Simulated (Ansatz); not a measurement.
# Ba on Mo(100): change of the work function, part 2 of 4

How does Ba on the hollow site change the work function of Mo(100) as the layer fills?

Ansatz 0.2.0; plane-wave DFT, PBE, Ansatz PAW.

So far, work function, upper face (eV): step 2 (the clean slab) 3.83.

## Step 3: Adsorbate added, k-mesh 4×4×1, coverage 0.111 ML

System of this step: Ba/Mo(100). The cell holds 37 atoms: 36 Mo and 1 Ba. Its edges and angles: a = 9.450 Å, b = 9.450 Å, c = 25.678 Å, α = 90.0°, β = 90.0°, γ = 90.0°. Vacuum lies along c.

The clean slab as it ended is repeated in the plane and the adsorbate is set on one face; the cell's size fixes the coverage, and the k-mesh shrinks with it to keep the sampling density about even. Adsorbate and upper layers relax, since the dipole depends on the height.

File input.yaml:

```yaml
crystal:
  lattice:
    - [9.45, 0.0, 0.0]
    - [0.0, 9.45, 0.0]
    - [0.0, 0.0, 25.6784580857]
  atoms:
    - { symbol: Mo, position: [0.1666666667, 0.1666666667, 0.3504883342] }
    - { symbol: Mo, position: [0.0, 0.0, 0.4118237927] }
    - { symbol: Mo, position: [0.1666666667, 0.1666666667, 0.4757673454] }
    - { symbol: Mo, position: [0.0, 0.0, 0.5295814971] }
    - { symbol: Mo, position: [0.1666666667, 0.5, 0.3504883342] }
    - { symbol: Mo, position: [0.0, 0.3333333333, 0.4118237927] }
    - { symbol: Mo, position: [0.1666666667, 0.5, 0.4757673454] }
    - { symbol: Mo, position: [0.0, 0.3333333333, 0.5295814971] }
    - { symbol: Mo, position: [0.1666666667, 0.8333333333, 0.3504883342] }
    - { symbol: Mo, position: [0.0, 0.6666666667, 0.4118237927] }
    - { symbol: Mo, position: [0.1666666667, 0.8333333333, 0.4757673454] }
    - { symbol: Mo, position: [0.0, 0.6666666667, 0.5295814971] }
    - { symbol: Mo, position: [0.5, 0.1666666667, 0.3504883342] }
    - { symbol: Mo, position: [0.3333333333, 0.0, 0.4118237927] }
    - { symbol: Mo, position: [0.5, 0.1666666667, 0.4757673454] }
    - { symbol: Mo, position: [0.3333333333, 0.0, 0.5295814971] }
    - { symbol: Mo, position: [0.5, 0.5, 0.3504883342] }
    - { symbol: Mo, position: [0.3333333333, 0.3333333333, 0.4118237927] }
    - { symbol: Mo, position: [0.5, 0.5, 0.4757673454] }
    - { symbol: Mo, position: [0.3333333333, 0.3333333333, 0.5295814971] }
    - { symbol: Mo, position: [0.5, 0.8333333333, 0.3504883342] }
    - { symbol: Mo, position: [0.3333333333, 0.6666666667, 0.4118237927] }
    - { symbol: Mo, position: [0.5, 0.8333333333, 0.4757673454] }
    - { symbol: Mo, position: [0.3333333333, 0.6666666667, 0.5295814971] }
    - { symbol: Mo, position: [0.8333333333, 0.1666666667, 0.3504883342] }
    - { symbol: Mo, position: [0.6666666667, 0.0, 0.4118237927] }
    - { symbol: Mo, position: [0.8333333333, 0.1666666667, 0.4757673454] }
    - { symbol: Mo, position: [0.6666666667, 0.0, 0.5295814971] }
    - { symbol: Mo, position: [0.8333333333, 0.5, 0.3504883342] }
    - { symbol: Mo, position: [0.6666666667, 0.3333333333, 0.4118237927] }
    - { symbol: Mo, position: [0.8333333333, 0.5, 0.4757673454] }
    - { symbol: Mo, position: [0.6666666667, 0.3333333333, 0.5295814971] }
    - { symbol: Mo, position: [0.8333333333, 0.8333333333, 0.3504883342] }
    - { symbol: Mo, position: [0.6666666667, 0.6666666667, 0.4118237927] }
    - { symbol: Mo, position: [0.8333333333, 0.8333333333, 0.4757673454] }
    - { symbol: Mo, position: [0.6666666667, 0.6666666667, 0.5295814971] }
    - { symbol: Ba, position: [0.1666666667, 0.1666666667, 0.6495116658] }
kpoints:
  mp_grid: { grid: [4, 4, 1] }
hamiltonian:
  xc: pbe
scf:
  occupations: { method: fermi_dirac, width: 0.1 }
  convergence: { dr2_threshold: 1.0e-08 }
efield:
  axis: 3
  dipole_correction: true
  ramp_position: 0.97
  ramp_width: 0.06
relax:
  f_tol: 0.02
  max_steps: 60
  constraints:
    - { sites: [0, 1, 4, 5, 8, 9, 12, 13, 16, 17, 20, 21, 24, 25, 28, 29, 32, 33] }
output:
  write_potential: true
  write_density: true
  volumetric_format: npy
```

Run with:

```console
$ ansatz run input.yaml --threads 4 --pin off --max-ram 16384MiB --backend cpu --events-out ev --progress --plain --runs-dir out
```

Numbers of over 12 decimals in the logs are rounded to 6 here.

The log of the run:

```text
[...]
Crystal: 37 atoms, lattice volume = 2293.151 Å³
Basis set: ecut = 420 eV, 44821 PW (Γ), exchange–correlation on 128×128×360 points (8 copies of the dense FFT grid, shifted against one another)
Bands: 309, of which v1, the nominal top of the filled ones, is band 257 counted from 1 (256 counted from 0)
Symmetry: 8 space group operations
[...]
k-points: 6 of 16
[...]
SCF iter   1: F=—  HF=-184330.594063 eV  |F-HF|=—  |Δ(HF+E_count)|=         —  Δρ=7.84e-3  dr2=9.27e0  ethr=1.77e-3  p=1.001 e·Å  D=7.90e-2 V/Å  ΔV_dip=-2.03 eV  dr2_dipole=2.77e0  V_vac-E_F(+/−)=2.23/4.26 eV  ⟨swp⟩=10.7  Hψ=9437  notcnv=0
[...]
SCF iter  11: F=-184330.227172 eV  HF=-184330.227172 eV  |F-HF|=9.31e-10  |Δ(HF+E_count)|=   2.47e-8  Δρ=3.35e-7  dr2=7.00e-9  ethr=1.95e-12  p=0.764 e·Å  D=6.03e-2 V/Å  ΔV_dip=-1.55 eV  dr2_dipole=4.28e-11  V_vac-E_F(+/−)=2.32/3.87 eV  ⟨swp⟩=11.3  Hψ=13177  notcnv=0
SCF 1 converged in 11 iterations: F = -184330.227172 eV  dr2 = 7.00e-9
[...]
relax step   1: F+E_penalty+E_count = -184330.22717196 eV  Δ(F+E_penalty+E_count) = +0.000e0 eV  max|allowed force component| = 1.220e0 eV/Å  Δτ_max = 0.0000 Å  (11 SCF iters, accepted)
[...]
SCF iter   1: F=—  HF=-184330.483060 eV  |F-HF|=—  |Δ(HF+E_count)|=         —  Δρ=1.91e-3  dr2=5.55e-1  ethr=6.82e-5  p=0.764 e·Å  D=6.03e-2 V/Å  ΔV_dip=-1.55 eV  dr2_dipole=1.47e-1  V_vac-E_F(+/−)=2.33/3.87 eV  ⟨swp⟩=2.2  Hψ=9252  notcnv=0
[...]
eigensolver tolerance schedule calibrated: the retry pair's looser diagonalisation under-reported the residual by θ = 0.37 (0.22/decade); ethr = c·dr2/N_el runs at the constant in force after the calibration composes with the one it found (an armed cap, an earlier calibration), c = 2.0e-2
[...]
SCF iter   2: F=—  HF=-184330.464622 eV  |F-HF|=—  |Δ(HF+E_count)|=   1.84e-2  Δρ=9.90e-4  dr2=7.43e-2  ethr=2.19e-5  p=0.721 e·Å  D=5.69e-2 V/Å  ΔV_dip=-1.46 eV  dr2_dipole=4.29e-3  V_vac-E_F(+/−)=2.40/3.87 eV  ⟨swp⟩=2.8  Hψ=3049  notcnv=0
[...]
SCF iter  10: F=-184330.459283 eV  HF=-184330.459283 eV  |F-HF|=8.73e-10  |Δ(HF+E_count)|=   1.55e-8  Δρ=2.33e-7  dr2=3.19e-9  ethr=1.00e-12  p=0.721 e·Å  D=5.69e-2 V/Å  ΔV_dip=-1.46 eV  dr2_dipole=1.10e-10  V_vac-E_F(+/−)=2.40/3.87 eV  ⟨swp⟩=10.5  Hψ=12264  notcnv=0
SCF 2 converged in 10 iterations: F = -184330.459283 eV  dr2 = 3.19e-9
relax step   2: F+E_penalty+E_count = -184330.45928270 eV  Δ(F+E_penalty+E_count) = -2.321e-1 eV  max|allowed force component| = 1.048e0 eV/Å  Δτ_max = 0.1965 Å  (10 SCF iters, accepted)
SCF iter   1: F=—  HF=-184330.686477 eV  |F-HF|=—  |Δ(HF+E_count)|=         —  Δρ=2.45e-3  dr2=1.03e0  ethr=1.03e-3  p=0.721 e·Å  D=5.69e-2 V/Å  ΔV_dip=-1.46 eV  dr2_dipole=1.80e-1  V_vac-E_F(+/−)=2.42/3.88 eV  ⟨swp⟩=12.8  Hψ=6735  notcnv=0
[...]
SCF iter  10: F=-184330.647431 eV  HF=-184330.647431 eV  |F-HF|=9.46e-9  |Δ(HF+E_count)|=   4.27e-8  Δρ=3.14e-7  dr2=5.00e-9  ethr=1.95e-12  p=0.662 e·Å  D=5.22e-2 V/Å  ΔV_dip=-1.34 eV  dr2_dipole=1.79e-11  V_vac-E_F(+/−)=2.52/3.86 eV  ⟨swp⟩=10.8  Hψ=13540  notcnv=0
SCF 3 converged in 10 iterations: F = -184330.647431 eV  dr2 = 5.00e-9
relax step   3: F+E_penalty+E_count = -184330.64743052 eV  Δ(F+E_penalty+E_count) = -1.881e-1 eV  max|allowed force component| = 7.384e-1 eV/Å  Δτ_max = 0.1950 Å  (10 SCF iters, accepted)
[... from here on, the SCF cycles and remarks between the steps are left out ...]
relax step   4: F+E_penalty+E_count = -184330.76677430 eV  Δ(F+E_penalty+E_count) = -1.193e-1 eV  max|allowed force component| = 3.622e-1 eV/Å  Δτ_max = 0.1942 Å  (10 SCF iters, accepted)
relax step   5: F+E_penalty+E_count = -184330.80341841 eV  Δ(F+E_penalty+E_count) = -3.664e-2 eV  max|allowed force component| = 1.859e-1 eV/Å  Δτ_max = 0.1950 Å  (10 SCF iters, accepted)
relax step   6: F+E_penalty+E_count = -184330.82038603 eV  Δ(F+E_penalty+E_count) = -1.697e-2 eV  max|allowed force component| = 1.118e-1 eV/Å  Δτ_max = 0.0286 Å  (9 SCF iters, accepted)
relax step   7: F+E_penalty+E_count = -184330.84890691 eV  Δ(F+E_penalty+E_count) = -2.852e-2 eV  max|allowed force component| = 1.128e-1 eV/Å  Δτ_max = 0.0740 Å  (10 SCF iters, accepted)
relax step   8: F+E_penalty+E_count = -184330.79375108 eV  Δ(F+E_penalty+E_count) = +5.516e-2 eV  max|allowed force component| = 4.844e-1 eV/Å  Δτ_max = 0.1393 Å  (11 SCF iters, rejected (line search))
relax step   9: F+E_penalty+E_count = -184330.85750793 eV  Δ(F+E_penalty+E_count) = -8.601e-3 eV  max|allowed force component| = 1.065e-1 eV/Å  Δτ_max = 0.0552 Å  (10 SCF iters, accepted)
relax step  10: F+E_penalty+E_count = -184330.86356940 eV  Δ(F+E_penalty+E_count) = -6.061e-3 eV  max|allowed force component| = 7.080e-2 eV/Å  Δτ_max = 0.0307 Å  (9 SCF iters, accepted)
SCF iter   1: F=—  HF=-184330.863414 eV  |F-HF|=—  |Δ(HF+E_count)|=         —  Δρ=3.08e-4  dr2=3.80e-3  ethr=1.27e-5  p=0.555 e·Å  D=4.38e-2 V/Å  ΔV_dip=-1.13 eV  dr2_dipole=1.12e-4  V_vac-E_F(+/−)=2.75/3.88 eV  ⟨swp⟩=11.3  Hψ=5899  notcnv=0
[...]
SCF iter   8: F=-184330.864681 eV  HF=-184330.864681 eV  |F-HF|=1.25e-9  |Δ(HF+E_count)|=   2.12e-8  Δρ=2.10e-7  dr2=2.19e-9  ethr=1.95e-12  p=0.556 e·Å  D=4.38e-2 V/Å  ΔV_dip=-1.13 eV  dr2_dipole=4.02e-12  V_vac-E_F(+/−)=2.75/3.88 eV  ⟨swp⟩=10.5  Hψ=12747  notcnv=0
SCF 11 converged in 8 iterations: F = -184330.864681 eV  dr2 = 2.19e-9
relax step  11: F+E_penalty+E_count = -184330.86468076 eV  Δ(F+E_penalty+E_count) = -1.111e-3 eV  max|allowed force component| = 7.422e-3 eV/Å  Δτ_max = 0.0075 Å  (8 SCF iters, accepted)
NSCF: frozen V_eff on 6 k-points
[...]
SCF converged after 8 iterations
Free energy (F): -184330.864681 eV
[...]
Internal energy: -184329.438299 eV  (E = F + TS)
E sigma→0 (E₀):  -184330.151490 eV
Entropy (-TS):   -1.426381 eV (-38.551 meV/atom)
Fermi energy:    2.911314 eV
Dipole field:    D = 0.043850 V/Å  (p = 0.555699 e·Å, saw-weighted, corrected)
Work function:   Φ+ = 2.7501 eV   Φ− = 3.8761 eV
[...]
--- Forces (eV/Å), atoms counted from 1 ---
  atom   1  Mo    -0.00000000     0.00000000     1.71896855
  atom   2  Mo     0.13230831     0.13230831    -1.63720500
  atom   3  Mo    -0.00000000     0.00000000     0.00742207
  atom   4  Mo     0.00401662     0.00401662    -0.00285675
  atom   5  Mo     0.00000000     0.00538625     1.60072361
  atom   6  Mo     0.13230831    -0.13230831    -1.63720500
  atom   7  Mo     0.00000000    -0.00293040    -0.00060906
  atom   8  Mo     0.00401662    -0.00401662    -0.00285675
  atom   9  Mo     0.00000000    -0.00538625     1.60072361
  atom  10  Mo    -0.01456779     0.00000000    -1.57214237
  atom  11  Mo     0.00000000     0.00293040    -0.00060906
  atom  12  Mo     0.00393940     0.00000000     0.00021788
  atom  13  Mo     0.00538625     0.00000000     1.60072361
  atom  14  Mo    -0.13230831     0.13230831    -1.63720500
  atom  15  Mo    -0.00293040     0.00000000    -0.00060906
  atom  16  Mo    -0.00401662     0.00401662    -0.00285675
  atom  17  Mo     0.00833645     0.00833645     1.62324484
  atom  18  Mo    -0.13230831    -0.13230831    -1.63720500
  atom  19  Mo    -0.00502123    -0.00502123     0.00269608
  atom  20  Mo    -0.00401662    -0.00401662    -0.00285675
  atom  21  Mo     0.00833645    -0.00833645     1.62324484
  atom  22  Mo     0.01456779     0.00000000    -1.57214237
  atom  23  Mo    -0.00502123     0.00502123     0.00269608
  atom  24  Mo    -0.00393940     0.00000000     0.00021788
  atom  25  Mo    -0.00538625     0.00000000     1.60072361
  atom  26  Mo     0.00000000    -0.01456779    -1.57214237
  atom  27  Mo     0.00293040     0.00000000    -0.00060906
  atom  28  Mo     0.00000000     0.00393940     0.00021788
  atom  29  Mo    -0.00833645     0.00833645     1.62324484
  atom  30  Mo     0.00000000     0.01456779    -1.57214237
  atom  31  Mo     0.00502123    -0.00502123     0.00269608
  atom  32  Mo     0.00000000    -0.00393940     0.00021788
  atom  33  Mo    -0.00833645    -0.00833645     1.62324484
  atom  34  Mo    -0.00000000     0.00000000    -1.77889712
  atom  35  Mo     0.00502123     0.00502123     0.00269608
  atom  36  Mo    -0.00000000     0.00000000    -0.00339997
  atom  37  Ba    -0.00000000     0.00000000    -0.00034198
  max |Σ_I F_I| component: 2.85e-5 eV/Å
--- Band table (eV; the first three rows and the last of 6) ---
  k-point 0: bands = [... 253 lower, 2.7660, 2.7660, 2.8018, 2.8055, 2.8199, 2.8775, 3.2179, 3.2179, ... 48 higher]
  k-point 1: bands = [... 253 lower, 2.7110, 2.8265, 2.8394, 2.9285, 2.9441, 2.9508, 3.0254, 3.1011, ... 48 higher]
  k-point 2: bands = [... 253 lower, 2.7432, 2.7629, 2.7890, 2.8473, 2.8530, 2.9149, 3.0555, 3.1483, ... 48 higher]
  k-point 5: bands = [... 253 lower, 2.7265, 2.7515, 2.8480, 2.8480, 2.8536, 2.9062, 2.9158, 2.9158, ... 48 higher]
--- Relaxed structure (11 steps of the walk, 10 accepted, 0 SCFs on fresh bases) ---
  F+E_penalty+E_count = -184330.86468076 eV   max|allowed force component| = 7.422e-3 eV/Å
  atoms:
    - { symbol: Mo, position: [0.166667, 0.166667, 0.3504883342] }
    - { symbol: Mo, position: [1.6666659794015235e-11, 1.6666659794015235e-11, 0.4118237927] }
    - { symbol: Mo, position: [0.166667, 0.166667, 0.476936] }
    - { symbol: Mo, position: [-0.012127, -0.012127, 0.529875] }
    - { symbol: Mo, position: [0.166667, 0.500000, 0.3504883342] }
    - { symbol: Mo, position: [1.6666659794015235e-11, 0.333333, 0.4118237927] }
    - { symbol: Mo, position: [0.166667, 0.498327, 0.474222] }
    - { symbol: Mo, position: [-0.012127, 0.345461, 0.529875] }
    - { symbol: Mo, position: [0.166667, 0.833333, 0.3504883342] }
    - { symbol: Mo, position: [1.6666659794015235e-11, 0.666667, 0.4118237927] }
    - { symbol: Mo, position: [0.166667, 0.835007, 0.474222] }
    - { symbol: Mo, position: [0.020818, 0.666667, 0.531467] }
    - { symbol: Mo, position: [0.500000, 0.166667, 0.3504883342] }
    - { symbol: Mo, position: [0.333333, 1.6666659794015235e-11, 0.4118237927] }
    - { symbol: Mo, position: [0.498327, 0.166667, 0.474222] }
    - { symbol: Mo, position: [0.345461, -0.012127, 0.529875] }
    - { symbol: Mo, position: [0.500000, 0.500000, 0.3504883342] }
    - { symbol: Mo, position: [0.333333, 0.333333, 0.4118237927] }
    - { symbol: Mo, position: [0.501950, 0.501950, 0.475731] }
    - { symbol: Mo, position: [0.345461, 0.345461, 0.529875] }
    - { symbol: Mo, position: [0.500000, 0.833333, 0.3504883342] }
    - { symbol: Mo, position: [0.333333, 0.666667, 0.4118237927] }
    - { symbol: Mo, position: [0.501950, 0.831383, 0.475731] }
    - { symbol: Mo, position: [0.312515, 0.666667, 0.531467] }
    - { symbol: Mo, position: [0.833333, 0.166667, 0.3504883342] }
    - { symbol: Mo, position: [0.666667, 1.6666659794015235e-11, 0.4118237927] }
    - { symbol: Mo, position: [0.835007, 0.166667, 0.474222] }
    - { symbol: Mo, position: [0.666667, 0.020818, 0.531467] }
    - { symbol: Mo, position: [0.833333, 0.500000, 0.3504883342] }
    - { symbol: Mo, position: [0.666667, 0.333333, 0.4118237927] }
    - { symbol: Mo, position: [0.831383, 0.501950, 0.475731] }
    - { symbol: Mo, position: [0.666667, 0.312515, 0.531467] }
    - { symbol: Mo, position: [0.833333, 0.833333, 0.3504883342] }
    - { symbol: Mo, position: [0.666667, 0.666667, 0.4118237927] }
    - { symbol: Mo, position: [0.831383, 0.831383, 0.475731] }
    - { symbol: Mo, position: [0.666667, 0.666667, 0.529219] }
    - { symbol: Ba, position: [0.166667, 0.166667, 0.620714] }
```

Elapsed: 36 min, on 4 threads of Arm Neoverse V1, shared host; peak memory 11 GiB; 2.4 h of CPU time.

Step by step:

```csv
step,energy less that of the first step (eV),largest force component (eV/Å)
1,0.0000,1.2198
2,-0.2321,1.0485
3,-0.4203,0.7384
4,-0.5396,0.3622
5,-0.5762,0.1859
6,-0.5932,0.1118
7,-0.6217,0.1128
8,-0.5666,0.4844
9,-0.6303,0.1065
10,-0.6364,0.0708
11,-0.6375,0.0074
```

Relaxation step 8 was tried and not accepted.

The run keeps the 8 symmetry operations that it works with, so distortions that break them were not tested.

The atoms that moved most (Å):

```csv
atom,dx,dy,dz,length
Ba37,0.000,0.000,-0.739,0.739
Mo32,0.000,-0.197,0.048,0.203
Mo24,-0.197,0.000,0.048,0.203
Mo12,0.197,0.000,0.048,0.203
Mo28,0.000,0.197,0.048,0.203
Mo4,-0.115,-0.115,0.008,0.162
Mo16,0.115,-0.115,0.008,0.162
Mo8,-0.115,0.115,0.008,0.162
```

Final coordinates:

```cif
data_structure
_symmetry_space_group_name_H-M 'P 1'
_symmetry_Int_Tables_number 1
_cell_length_a 9.4500
_cell_length_b 9.4500
_cell_length_c 25.6785
_cell_angle_alpha 90.000
_cell_angle_beta 90.000
_cell_angle_gamma 90.000
_cell_volume 2293.15
loop_
_atom_site_label
_atom_site_type_symbol
_atom_site_fract_x
_atom_site_fract_y
_atom_site_fract_z
_atom_site_occupancy
Mo1 Mo 0.16667 0.16667 0.35049 1
Mo2 Mo 0.00000 0.00000 0.41182 1
Mo3 Mo 0.16667 0.16667 0.47694 1
Mo4 Mo 0.98787 0.98787 0.52987 1
Mo5 Mo 0.16667 0.50000 0.35049 1
Mo6 Mo 0.00000 0.33333 0.41182 1
Mo7 Mo 0.16667 0.49833 0.47422 1
Mo8 Mo 0.98787 0.34546 0.52987 1
Mo9 Mo 0.16667 0.83333 0.35049 1
Mo10 Mo 0.00000 0.66667 0.41182 1
Mo11 Mo 0.16667 0.83501 0.47422 1
Mo12 Mo 0.02082 0.66667 0.53147 1
Mo13 Mo 0.50000 0.16667 0.35049 1
Mo14 Mo 0.33333 0.00000 0.41182 1
Mo15 Mo 0.49833 0.16667 0.47422 1
Mo16 Mo 0.34546 0.98787 0.52987 1
Mo17 Mo 0.50000 0.50000 0.35049 1
Mo18 Mo 0.33333 0.33333 0.41182 1
Mo19 Mo 0.50195 0.50195 0.47573 1
Mo20 Mo 0.34546 0.34546 0.52987 1
Mo21 Mo 0.50000 0.83333 0.35049 1
Mo22 Mo 0.33333 0.66667 0.41182 1
Mo23 Mo 0.50195 0.83138 0.47573 1
Mo24 Mo 0.31251 0.66667 0.53147 1
Mo25 Mo 0.83333 0.16667 0.35049 1
Mo26 Mo 0.66667 0.00000 0.41182 1
Mo27 Mo 0.83501 0.16667 0.47422 1
Mo28 Mo 0.66667 0.02082 0.53147 1
Mo29 Mo 0.83333 0.50000 0.35049 1
Mo30 Mo 0.66667 0.33333 0.41182 1
Mo31 Mo 0.83138 0.50195 0.47573 1
Mo32 Mo 0.66667 0.31251 0.53147 1
Mo33 Mo 0.83333 0.83333 0.35049 1
Mo34 Mo 0.66667 0.66667 0.41182 1
Mo35 Mo 0.83138 0.83138 0.47573 1
Mo36 Mo 0.66667 0.66667 0.52922 1
Ba37 Ba 0.16667 0.16667 0.62071 1
```

This step gave:

| Item | Value |
| --- | --- |
| energy at zero smearing | -184330.1515 eV |
| work function, upper face | 2.750 eV |
| work function, lower face | 3.876 eV |
| dipole along the normal | 0.5557 e·Å |
| step between the vacuum levels | -1.126 eV |

Running mean over 1.575 Å of the planar mean; the ramp of the sawtooth is left out. Table of electron's electrostatic potential energy less the Fermi level by z:

```csv
z (Å),electron's electrostatic potential energy less the Fermi level (eV)
3.0,3.88
3.5,3.88
4.0,3.87
4.5,3.87
5.0,3.87
5.5,3.85
6.0,3.79
6.5,3.63
7.0,3.15
7.5,1.63
8.0,-2.53
8.5,-8.11
9.0,-11.4
9.5,-12.1
10.0,-12.3
10.5,-12.4
11.0,-12.2
11.5,-12.2
12.0,-12.7
12.5,-13.8
13.0,-14.1
13.5,-12.8
14.0,-9.49
14.5,-4.23
15.0,0.0231
15.5,1.30
16.0,1.44
16.5,1.72
17.0,2.16
17.5,2.52
18.0,2.68
18.5,2.72
19.0,2.74
19.5,2.75
20.0,2.75
20.5,2.75
21.0,2.75
21.5,2.75
22.0,2.75
22.5,2.75
```

The relaxation took 11 steps and lowered the energy by 0.64 eV; the largest force on the free atoms ends at 0.0074 eV/Å.

The covered face has 2.75 eV, -1.08 eV against the clean one; the bare back face has moved by +0.02 eV, a measure of how thin the slab is.

[end of part 2 of 4]

[Logs are printed without paths, hosts, clocks, repeated set-up lines and the standing remarks that a program may print on its own settings, such as how far it seeks lower states.]

[Hosts, paths, dates, database ids (printed as entryN), source tags and the programs' standing remarks are cut or masked in the printed files.]

[Maps of the electrostatic potential energy from Ansatz leave out the sawtooth potential of an applied field or a dipole correction, so their vacuum need not be flat; planar profiles and work functions include it.]
